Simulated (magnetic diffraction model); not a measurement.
## LiMnGe2S6: the ordered moment from one line

Space group C2/c (no. 15), a = 12.1710 Å, b = 10.7080 Å, c = 6.3090 Å, β = 110.13°.

| site | atom | x | y | z |
| --- | --- | --- | --- | --- |
| 8f | Ge | 0.8081 | 0.4202 | 0.2841 |
| 4e | Mn | 0 | 0.0853 | 1/4 |
| 8f | S | 0.8652 | 0.5025 | 0.0852 |
| 8f | S | 0.8614 | 0.2473 | 0.3256 |
| 8f | S | 0.6343 | 0.4152 | 0.1773 |
| 4e | Li | 0 | 0.7525 | 1/4 |

The compound is invented for this exercise: a known structure type with other elements, its cell scaled to their sizes and not relaxed.

Only Mn is taken to order (form factors of Mn3+); orders and moment sizes are assumed, and not adapted to the symmetry. Radiation: neutrons of λ = 1.909 Å, 3° to 35°; isotropic B of 0.56 Å² (Ge), 0.57 Å² (Mn), 0.59 Å² (S) and 1.1 Å² (Li). Simulated constant-wavelength pattern: nuclear and magnetic terms add, the magnetic one as |2.695 fm × Σ f S⊥ exp(2πi Q·r) exp(−B s²)|², summed over all Q at one angle with the factor 1/(sin²θ cos θ). For a modulated order the moment at position r is S exp(−2πi k·r) + c.c., with S = m/2 for a sine wave of amplitude m and S = m(u + iv)/2 for moments turning in a plane, u and v being orthogonal unit vectors in it; the phase factor of the sum at Q = H + k is then exp(2πi H·r). Free-ion form factors, Sears's scattering lengths of 1992, no absorption; a label names one of the reflections at its angle. The strongest nuclear line in the range is 100, and lines under 0.2 are left out.

In a first state the assumed order is k = (0 0 0.371), a sine wave with moments along [100] (amplitudes given), 3.23 μB on Mn; signs + at (0, 0.0853, 1/4), + at (0, 0.9147, 3/4), with this pattern:

```csv
2θ (°),index,nuclear,magnetic
6.85,(0 0 0.371),0.0,34.0
14.03,(1 1 0),68.1,0.0
14.10,(1 1 -0.371),0.0,6.7
16.00,(1 1 -0.629),0.0,2.1
17.03,(1 1 0.371),0.0,5.4
19.23,(2 0 0),95.5,0.0
20.29,(1 1 0.629),0.0,1.4
20.49,(1 1 -1),1.0,0.0
20.54,(0 2 0),28.1,0.0
21.68,(0 2 0.371),0.0,1.4
22.59,(2 0 0.371),0.0,1.0
23.67,(0 2 0.629),0.0,3.7
25.88,(1 1 1),12.5,0.0
26.11,(1 1 -1.371),0.0,0.9
27.47,(2 2 -0.371),0.0,0.4
27.81,(0 2 1),100.0,0.0
```
(The table stops after 16 lines; 17 more lie at higher angle.)

**Question.** Nearer the ordering temperature the line at 6.85° has total intensity 24.6 on the same scale, and all moments have shrunk alike. How large is the Mn moment?

The nuclear part, 0.0, stays, so the magnetic part is 24.6 against 34.0. It goes as m², so m = 3.23 × √(24.6/34.0) = 2.75 μB; the value used was 2.75 μB.

[Logs are printed without paths, hosts, clocks, repeated set-up lines and the standing remarks that a program may print on its own settings, such as how far it seeks lower states.]
